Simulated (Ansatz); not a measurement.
**Pb chain started as a zigzag: period, moment and channels by functional**

Aim: how far do the period, the moment and the conductance of the Pb chain started as a zigzag depend on the functional, the datasets and spin-orbit coupling, and at what cost?

Program: Ansatz 0.2.0. Level of theory: DFT PBE, plane waves, PAW; relaxation of a chain's period, in the first sound run; inputs show where later runs differ. Results are calculated unless marked as measured.

**1. Set-up**

The cell holds 2 atoms: 2 Pb. Cell: a = 9.000 Å, b = 7.500 Å, c = 4.899 Å, α = 90.0°, β = 90.0°, γ = 90.0°. Vacuum lies along a and b. The structure's axis is c.

**2. The relaxed wire, level PBE, cutoff 420 eV**

Band widths follow the bond lengths, so the chain is relaxed first. The atoms and the third cell vector are free; the box across stays fixed as vacuum. Moments are seeded so that a magnetic state can form if it lies lower. A Fermi-Dirac smearing is set since the result may be a metal. The pressure printed is a third of the stress's trace over the whole box, vacuum included; only the stress along the axis is relaxed.

The input, input.yaml:

```yaml
crystal:
  lattice:
    - [9.0, 0.0, 0.0]
    - [0.0, 7.5, 0.0]
    - [0.0, 0.0, 4.8985932452]
  atoms:
    - { symbol: Pb, position: [0.427649216, 0.5, 0.0], spin: 0.5 }
    - { symbol: Pb, position: [0.572350784, 0.5, 0.5], spin: 0.5 }
magnetization:
  spin_polarized: true
kpoints:
  mp_grid: { grid: [1, 1, 17] }
scf:
  occupations: { method: fermi_dirac, width: 0.05 }
hamiltonian:
  xc: pbe
relax:
  cell: { fix: [a, b, alpha, beta, gamma] }
  max_steps: 60
```

Run with:

```bash
$ ansatz run input.yaml --threads 4 --pin off --max-ram 8192MiB --backend cpu --events-out ev --progress --plain --runs-dir out
```

Numbers of over 12 decimals in the logs are rounded to 6 here.

Log:

```text
Engine: ansatz 0.2.0, x86_64-unknown-linux-gnu
Pseudopotentials: kind: paw
Pseudopotential: Pb, paw, valence charge 14, recommended cutoff 420 eV (normal), Pb.paw.azcp
Functional definition: PBE
  parameter kappa = 0.804
  parameter beta = 0.066725
  exchange = pbe_x(kappa = kappa, mu = beta*pi^2/3)
  correlation = pbe_c(beta = beta)
Crystal: 2 atoms, lattice volume = 330.655 Å³
Basis set: ecut = 420 eV, 6439 PW (Γ), exchange–correlation on 128×108×72 points (8 copies of the dense FFT grid, shifted against one another)
Bands: 19, of which v1, the nominal top of the filled ones, is band 14 counted from 1 (13 counted from 0)
Symmetry: 8 space group operations
Space group: Pmma (ITA 51), of the structure as read, at distance tolerance 6.9e-5 Å
Magnetic group: BNS 51.289 (UNI 387), of the structure as read, at distance tolerance 6.9e-5 Å
k-points: 9 of 17
Non-local potential: Pb, projectors of the file, l = 0: 2, l = 1: 2, l = 2: 2, l = 3: 2
PAW form: soft (Blöchl's): semilocal exchange-correlation on the pseudo side does not see the compensation charge
PAW one-centre angular grid: Pb, 590 points (default); XC on 64 Gauss nodes
Initial density: superposition of atomic densities (neutral atoms: chi_scale 0, normalization atom)
Starting moments: Σ|m| = 1 μB on 2 of 2 sites
Initial wavefunctions: pseudopotential atomic-orbital guess
Functional: x = pbe(κ = 0.804, μ = 0.219515), c = pbe(β = 0.066725)
iter 1 solved again at ethr=1.31e-3 eV; its pass at ethr=3.10e-3 eV (dr2=3.65e-1 eV) is discarded
SCF iter   1: F=—  HF=-23810.609726 eV  |F-HF|=—  |Δ(HF+E_count)|=         —  Δρ=9.37e-3 (↑9.37e-3 ↓8.93e-3)  dr2=3.69e-1  dr2_m=2.10e-1  M=0.063 μB ∫|m|=0.064 μB  β_m=0.30  ethr=1.31e-3  ⟨swp⟩=1.0  Hψ=2595  notcnv=0
preconditioner: auto → Resta (q_TF=auto, 1.808 Å⁻¹)  ε∞=1.8  [insulator: Δε(μ)=0.127 eV  Ē_g=5.298 eV  σ=0.050 eV  W_gap=0.56  n_scr=34 (ndim 8)  ℏωp=4.8 eV  f_vac=0.612  D(μ)=1.22/eV (n_scr^D=2)  ε∞_Penn≈1.8  vacuum switching on, ρ_ref=2.0e-3 e/Å³]
spin=Collinear: Resta preconditioning applied to the charge; magnetization (m = ρ↑ − ρ↓) channel mixes plain (no charge-response kernel on spin).
SCF iter   2: F=—  HF=-23810.570282 eV  |F-HF|=—  |Δ(HF+E_count)|=   3.94e-2  Δρ=6.52e-3 (↑6.52e-3 ↓6.39e-3)  dr2=1.70e-1  dr2_m=1.05e-1  M=0.044 μB ∫|m|=0.045 μB  β_m=0.30  ethr=1.31e-3  ⟨swp⟩=2.0  Hψ=393  notcnv=0
SCF iter   3: F=—  HF=-23810.535576 eV  |F-HF|=—  |Δ(HF+E_count)|=   3.47e-2  Δρ=4.40e-3 (↑4.04e-3 ↓4.40e-3)  dr2=7.77e-3  dr2_m=5.25e-2  M=0.030 μB ∫|m|=0.031 μB  β_m=0.30  ethr=6.07e-4  ⟨swp⟩=3.8  Hψ=689  notcnv=0
SCF iter   4: F=—  HF=-23810.542555 eV  |F-HF|=—  |Δ(HF+E_count)|=   6.98e-3  Δρ=2.98e-3 (↑2.91e-3 ↓2.98e-3)  dr2=1.10e-3  dr2_m=2.62e-2  M=0.020 μB ∫|m|=0.022 μB  β_m=0.30  ethr=2.78e-5  ⟨swp⟩=2.0  Hψ=676  notcnv=0
SCF iter   5: F=—  HF=-23810.546197 eV  |F-HF|=—  |Δ(HF+E_count)|=   3.64e-3  Δρ=2.11e-3 (↑2.06e-3 ↓2.11e-3)  dr2=3.45e-4  dr2_m=1.30e-2  M=0.015 μB ∫|m|=0.016 μB  β_m=0.30  ethr=3.93e-6  ⟨swp⟩=2.4  Hψ=487  notcnv=0
SCF iter   6: F=—  HF=-23810.548084 eV  |F-HF|=—  |Δ(HF+E_count)|=   1.89e-3  Δρ=1.48e-3 (↑1.48e-3 ↓1.45e-3)  dr2=6.65e-6  dr2_m=6.50e-3  M=0.011 μB ∫|m|=0.012 μB  β_m=0.30  ethr=1.23e-6  ⟨swp⟩=2.3  Hψ=484  notcnv=0
SCF iter   7: F=—  HF=-23810.549013 eV  |F-HF|=—  |Δ(HF+E_count)|=   9.30e-4  Δρ=1.04e-3 (↑1.04e-3 ↓1.03e-3)  dr2=2.17e-6  dr2_m=3.25e-3  M=0.008 μB ∫|m|=0.009 μB  β_m=0.30  ethr=2.38e-8  ⟨swp⟩=2.6  Hψ=633  notcnv=0
Mixer restart at iter 7: flushing history
spin-set hold released at iteration 7 (site moments contracting): the magnetisation degrees of freedom join the quasi-Newton model from the next iteration; the mixer history was flushed
SCF iter   8: F=—  HF=-23810.549494 eV  |F-HF|=—  |Δ(HF+E_count)|=   4.81e-4  Δρ=7.35e-4 (↑7.35e-4 ↓7.27e-4)  dr2=1.14e-6  dr2_m=1.62e-3  M=0.006 μB ∫|m|=0.007 μB  β_m=0.65  ethr=7.74e-9  ⟨swp⟩=2.5  Hψ=636  notcnv=0
SCF iter   9: F=—  HF=-23810.549996 eV  |F-HF|=—  |Δ(HF+E_count)|=   5.02e-4  Δρ=1.10e-5 (↑1.10e-5 ↓1.04e-5)  dr2=1.90e-8  dr2_m=3.42e-7  M=0.001 μB ∫|m|=0.001 μB  β_m=0.82  ethr=4.08e-9  ⟨swp⟩=3.1  Hψ=667  notcnv=0
SCF iter  10: F=—  HF=-23810.549995 eV  |F-HF|=—  |Δ(HF+E_count)|=   5.15e-7  Δρ=3.91e-6 (↑3.91e-6 ↓3.65e-6)  dr2=2.20e-9  dr2_m=4.29e-8  M=0.000 μB ∫|m|=0.000 μB  β_m=0.91  ethr=6.79e-11  ⟨swp⟩=5.0  Hψ=1202  notcnv=0
SCF iter  11: F=—  HF=-23810.549996 eV  |F-HF|=—  |Δ(HF+E_count)|=   1.75e-7  Δρ=3.77e-7 (↑3.74e-7 ↓3.77e-7)  dr2=1.83e-9  dr2_m=1.77e-10  M=0.000 μB ∫|m|=0.000 μB  β_m=0.85  ethr=7.85e-12  ⟨swp⟩=4.0  Hψ=994  notcnv=0
SCF iter  12: F=—  HF=-23810.549996 eV  |F-HF|=—  |Δ(HF+E_count)|=  2.73e-10  Δρ=1.24e-7 (↑1.24e-7 ↓1.24e-7)  dr2=1.19e-10  dr2_m=2.96e-11  M=0.000 μB ∫|m|=0.000 μB  β_m=0.84  ethr=6.52e-12  ⟨swp⟩=3.0  Hψ=917  notcnv=0
SCF iter  13: F=-23810.549996 eV  HF=-23810.549996 eV  |F-HF|=0.00e0  |Δ(HF+E_count)|=  9.46e-11  Δρ=2.90e-8 (↑2.84e-8 ↓2.90e-8)  dr2=4.29e-12  dr2_m=2.01e-12  M=0.000 μB ∫|m|=0.000 μB  ethr=1.00e-12  ⟨swp⟩=2.0  Hψ=666  notcnv=0
WARN: the starting moments were not kept: the SCF closed with an absolute magnetisation of 2.4e-6 μB, where they sum to 1 μB in size (2 sites). That is at most 0.1 of that sum. Measured as dr2_m measures the in/out step, that magnetisation stands 2.6e-13 eV from none, at or under the dr2_threshold of 1.0e-7 eV: it is no larger than a step whose dr2_m would equal this threshold. The system may hold no moment; this SCF [...]
SCF 1 converged in 13 iterations: F = -23810.549996 eV  dr2 = 4.29e-12
  greatest PAW one-centre occupation: 0.978 electrons in one spin orbital (limit 2), on the Pb atom at site 1 (counted from 0), in its partial waves of l = 2
relax step   1: F+E_penalty+E_count = -23810.54999558 eV  Δ(F+E_penalty+E_count) = +0.000e0 eV  max|allowed force component| = 9.865e-1 eV/Å  Δτ_max = 0.0000 Å  P = +0.755 GPa  Ω = 330.655 Å³  fix = [a, b, alpha, beta, gamma]  reactions: a +0.693, b +0.286 GPa  (13 SCF iters, dr2 threshold 1.00e-7 eV, accepted)
Crystal: 2 atoms, lattice volume = 331.020 Å³
Basis set: ecut = 420 eV, 6471 PW (Γ), exchange–correlation on 128×108×72 points (8 copies of the dense FFT grid, shifted against one another)
Initial density: handed on by an earlier stage of this run
Starting moments: Σ|m| = 1 μB on 2 of 2 sites; this step starts from the density that it was given
Initial wavefunctions: those handed on with the density
iter 1 solved again at ethr=9.61e-5 eV; its pass at ethr=3.10e-3 eV (dr2=2.69e-2 eV) is discarded
[...]
SCF iter   4: F=—  HF=-23810.676074 eV  |F-HF|=—  |Δ(HF+E_count)|=   2.09e-5  Δρ=2.29e-5 (↑1.80e-5 ↓2.29e-5)  dr2=8.09e-6  dr2_m=1.47e-7  M=-0.000 μB ∫|m|=0.000 μB  β_m=0.76  ethr=1.14e-7  ⟨swp⟩=2.5  Hψ=606  notcnv=0
iter 5 did not close the SCF: its close was put off for a magnetic moment that had not settled (scf_convergence_deferred on its scf_iter line)
SCF iter   5: F=-23810.676076 eV  HF=-23810.676076 eV  |F-HF|=1.19e-7  |Δ(HF+E_count)|=   1.25e-6  Δρ=5.43e-6 (↑5.43e-6 ↓3.65e-6)  dr2=1.76e-7  dr2_m=3.40e-8  M=-0.000 μB ∫|m|=0.000 μB  β_m=0.84  ethr=7.14e-10  ⟨swp⟩=3.6  Hψ=1499  notcnv=0
iter 6 did not close the SCF: its close was put off for a magnetic moment that had not settled (scf_convergence_deferred on its scf_iter line)
SCF iter   6: F=-23810.676076 eV  HF=-23810.676076 eV  |F-HF|=4.94e-9  |Δ(HF+E_count)|=   1.50e-7  Δρ=1.50e-6 (↑1.20e-6 ↓1.50e-6)  dr2=1.49e-8  dr2_m=2.66e-9  M=-0.000 μB ∫|m|=0.000 μB  β_m=0.86  ethr=6.28e-10  ⟨swp⟩=2.1  Hψ=1205  notcnv=0
iter 7 did not close the SCF: its close was put off for a magnetic moment that had not settled (scf_convergence_deferred on its scf_iter line)
SCF iter   7: F=-23810.676076 eV  HF=-23810.676076 eV  |F-HF|=1.13e-10  |Δ(HF+E_count)|=   1.11e-8  Δρ=4.79e-7 (↑4.25e-7 ↓4.79e-7)  dr2=2.04e-9  dr2_m=1.26e-10  M=-0.000 μB ∫|m|=0.000 μB  β_m=0.81  ethr=5.31e-11  ⟨swp⟩=1.6  Hψ=1030  notcnv=0
SCF iter   8: F=-23810.676076 eV  HF=-23810.676076 eV  |F-HF|=9.46e-11  |Δ(HF+E_count)|=  6.29e-10  Δρ=9.26e-8 (↑9.26e-8 ↓8.39e-8)  dr2=8.72e-11  dr2_m=8.16e-12  M=-0.000 μB ∫|m|=0.000 μB  ethr=7.29e-12  ⟨swp⟩=1.0  Hψ=1011  notcnv=0
the starting moments were not kept: the SCF closed with an absolute magnetisation of 7.3e-6 μB, where they sum to 1 μB in size (2 sites). That is at most 0.1 of that sum. Measured as dr2_m measures the in/out step, that magnetisation stands 2.2e-12 eV from none, at or under the dr2_threshold of 2.0e-7 eV: it is no larger than a step whose dr2_m would equal this threshold.
SCF 3 converged in 8 iterations: F = -23810.676076 eV  dr2 = 8.72e-11
relax step   3: F+E_penalty+E_count = -23810.67607585 eV  Δ(F+E_penalty+E_count) = -2.392e-2 eV  max|allowed force component| = 1.498e-2 eV/Å  Δτ_max = 0.0580 Å  P = +0.083 GPa  Ω = 331.336 Å³  energy of the carried Pulay correction = -1.785e-5 eV  fix = [a, b, alpha, beta, gamma]  reactions: a +0.076, b +0.271 GPa  (8 SCF iters, dr2 threshold 2.00e-7 eV, accepted)
[...]
relax step   4: F+E_penalty+E_count = -23810.67647040 eV  Δ(F+E_penalty+E_count) = -3.945e-4 eV  max|allowed force component| = 1.380e-3 eV/Å  Δτ_max = 0.0006 Å  P = +0.105 GPa  Ω = 330.493 Å³  energy of the carried Pulay correction = +4.255e-6 eV  fix = [a, b, alpha, beta, gamma]  reactions: a +0.088, b +0.272 GPa  (6 SCF iters, dr2 threshold 2.46e-8 eV, accepted)
Initial wavefunctions: pseudopotential atomic-orbital guess (no wavefunctions were taken with the density)
iter 1 solved again at ethr=1.12e-7 eV; its pass at ethr=3.10e-3 eV (dr2=3.15e-5 eV) is discarded
SCF iter   1: F=—  HF=-23810.676481 eV  |F-HF|=—  |Δ(HF+E_count)|=         —  Δρ=2.74e-7 (↑2.67e-7 ↓2.74e-7)  dr2=4.41e-10  dr2_m=9.80e-12  M=0.000 μB ∫|m|=0.000 μB  β_m=0.30  ethr=1.12e-7  ⟨swp⟩=3.4  Hψ=3062  notcnv=0
eigensolver tolerance schedule: the retry pair's looser diagonalisation over-reported the residual by 71458.48 of it (diagonalisation noise at an unbounded share of the residual, at the tolerance the schedule requests for it); recorded, not acted on — ethr = c·dr2/N_el stays at c = 1.0e-1
preconditioner: auto → LDOS  [metal: Δε(μ)=0.090 eV  Ē_g=15.763 eV  σ=0.050 eV  W_gap=0.42  n_scr=34 (ndim 8)  ℏωp=10.8 eV  f_vac=0.633  D(μ)=2.09/eV (n_scr^D=4)]
spin=Collinear: LDOS preconditioning applied to the charge; magnetization (m = ρ↑ − ρ↓) channel mixes plain (no charge-response kernel on spin).
SCF iter   2: F=—  HF=-23810.676467 eV  |F-HF|=—  |Δ(HF+E_count)|=   1.38e-5  Δρ=1.53e-7 (↑1.34e-7 ↓1.53e-7)  dr2=1.55e-10  dr2_m=5.53e-12  M=0.000 μB ∫|m|=0.000 μB  β_m=0.29  ethr=1.57e-12  ⟨swp⟩=4.0  Hψ=1112  notcnv=0
SCF iter   3: F=—  HF=-23810.676467 eV  |F-HF|=—  |Δ(HF+E_count)|=  6.18e-11  Δρ=1.20e-7 (↑1.05e-7 ↓1.20e-7)  dr2=9.11e-11  dr2_m=3.57e-12  M=0.000 μB ∫|m|=0.000 μB  β_m=0.65  ethr=1.00e-12  ⟨swp⟩=1.0  Hψ=342  notcnv=0
SCF iter   4: F=-23810.676467 eV  HF=-23810.676467 eV  |F-HF|=3.64e-12  |Δ(HF+E_count)|=  1.24e-10  Δρ=2.23e-8 (↑2.22e-8 ↓2.23e-8)  dr2=4.05e-12  dr2_m=9.16e-14  M=0.000 μB ∫|m|=0.000 μB  ethr=1.00e-12  ⟨swp⟩=4.0  Hψ=1668  notcnv=0
the starting moments were not kept: the SCF closed with an absolute magnetisation of 1.2e-6 μB, where they sum to 1 μB in size (2 sites). That is at most 0.1 of that sum. Measured as dr2_m measures the in/out step, that magnetisation stands 5.3e-14 eV from none, at or under the dr2_threshold of 2.0e-11 eV: it is no larger than a step whose dr2_m would equal this threshold.
SCF 5 converged in 4 iterations: F = -23810.676467 eV  dr2 = 4.05e-12
relax step   5: F+E_penalty+E_count = -23810.67646741 eV  Δ(F+E_penalty+E_count) = +2.992e-6 eV  max|allowed force component| = 1.381e-3 eV/Å  Δτ_max = 0.0000 Å  P = +0.105 GPa  Ω = 330.493 Å³  fix = [a, b, alpha, beta, gamma]  reactions: a +0.088, b +0.272 GPa  stress off target by 4.54e-2 GPa on what of the cell is left free  SCF on the basis re-selected at this cell (its energy is not comparable with the rows above)  (4 SCF iters)
basis re-selected at this cell: Δ(F+E_penalty+E_count) = +2.992e-6 eV, ΔP = -0.000 GPa vs the last step (what re-selecting the basis moved, of the pressure what is left beyond the Pulay correction that the steps carried, after the strain that the cell walked since its last selection, with what the two solves' SCF thresholds leave and, on support functions, any second-order correction that the steps lacked; it is no m [...]
SCF converged after 4 iterations
Magnetization: 0.0000 μB (14.0000 up, 14.0000 down)
Absolute magnetization: 0.0000 μB (∫|ρ↑−ρ↓|, with the PAW one-centre terms)
Spin contamination: 0.0000 ħ² per cell (⟨S²⟩ above its minimum at these occupations)
Per-site moments (μB) at R_I (Å): [(1.3440228905262836e-7, 1.200270), (1.344022889987794e-7, 1.200270)]
Free energy (F): -23810.676467 eV
Harris-Foulkes:  -23810.676467 eV  (|F-HF|=3.64e-12)
Internal energy: -23810.660273 eV  (E = F + TS)
E sigma→0 (E₀):  -23810.668370 eV
Entropy (-TS):   -0.016194 eV (-8.097 meV/atom)
Fermi energy:    -1.215685 eV
--- Per-component energies (eV) ---
  E_band       = -404.508142
  E_kinetic    = 577.177689
  E_local      = -5302.962449  (includes V_loc(G=0)·N_el)
  E_nonlocal   = 699.108408
  E_hartree    = 2277.741279
  E_xc         = -438.304152
  E_vxc        = -260.567515  (∫ρ·V_xc dr)
  E_paw        = -20813.009499  (= ΣΔE_a)
  E_vpaw       = -672.746966  (= ΣTr[D̂ρ^β])
  E_aug_tail   = 0.000098  (compensation charges beyond the density's cutoff)
  E_ewald      = -810.411648
  E_smearing   = -0.016194  (= −TS)
  E_closure    = 0.000000  (closes the sum)
  Σ components = -23810.676467   (vs F -23810.676467, Δ=0.00e0)
--- Forces (eV/Å), atoms counted from 1 ---
  atom   1  Pb    -0.00138070     0.00000000    -0.00000000
  atom   2  Pb     0.00138070    -0.00000000     0.00000000
  max |Σ_I F_I| component: 2.17e-19 eV/Å
--- Stress (GPa, compression-positive) ---
        0.088299       0.000000      -0.000000
        0.000000       0.271788       0.000000
       -0.000000       0.000000      -0.045402
  P = ⅓ Tr σ = 0.1049 GPa (1.049 kbar)
--- Relaxed structure (4 steps of the walk, 4 accepted, 1 SCFs on fresh bases) ---
  F+E_penalty+E_count = -23810.67646741 eV   max|allowed force component| = 1.381e-3 eV/Å   (the final SCF, on the basis selected at the relaxed cell)
  cell:  # Å, volume = 330.4930 Å³
    - [9.0, 0, 0]
    - [0, 7.5, 0]
    - [0, 0, 4.896192]
  atoms:
    - { symbol: Pb, position: [0.412627, 0.5, 0] }
    - { symbol: Pb, position: [0.587373, 0.5, 0.500000] }
```

Run time: 10 s. Hardware: 4 threads of Intel Xeon 6975P-C (Granite Rapids), shared host; peak memory 0.69 GiB.

Step by step:

| step | energy less that of the first step (eV) | largest force component (eV/Å) | pressure (GPa) | volume (Å³) |
| --- | --- | --- | --- | --- |
| 1 | 0.0000 | 0.9865 | 0.75 | 330.66 |
| 2 | -0.1022 | 0.4083 | -0.15 | 331.02 |
| 3 | -0.1261 | 0.0150 | 0.08 | 331.34 |
| 4 | -0.1265 | 0.0014 | 0.11 | 330.49 |
| 5* | -0.1265 | 0.0014 | 0.10 | 330.49 |

Relaxation steps marked * repeat the geometry before them on a plane-wave basis chosen anew for their cell, so energy and pressure can jump there.

The run keeps the 8 symmetry operations that it works with, so distortions that break them were not tested.

| cell as run | before | after | change |
| --- | --- | --- | --- |
| c (Å) | 4.899 | 4.896 | -0.0 % |

The atoms that moved most (Å, along periodic axes as changes of fractional coordinates times the final cell, across vacuum about the mean position):

| atom | dx | dy | dz | length |
| --- | --- | --- | --- | --- |
| Pb1 | -0.135 | 0.000 | 0.000 | 0.135 |
| Pb2 | 0.135 | 0.000 | 0.000 | 0.135 |

The relaxed structure:

```
Pb
1.0
     9.00000    0.00000    0.00000
     0.00000    7.50000    0.00000
     0.00000    0.00000    4.89619
Pb
2
Direct
  0.41263 0.50000 0.00000
  0.58737 0.50000 0.50000
```

Numbers from this step:

| Item | Value |
| --- | --- |
| energy at zero smearing | -23810.6684 eV |
| cell length along the wire | 4.896 Å |

The cell's length comes to 4.896 Å with no moment.

(Continued in part 2 of 4.)

[Logs are printed without paths, hosts, clocks, repeated set-up lines and the standing remarks that a program may print on its own settings, such as how far it seeks lower states.]

[Hosts, paths, dates, database ids (printed as entryN), source tags and the programs' standing remarks are cut or masked in the printed files.]
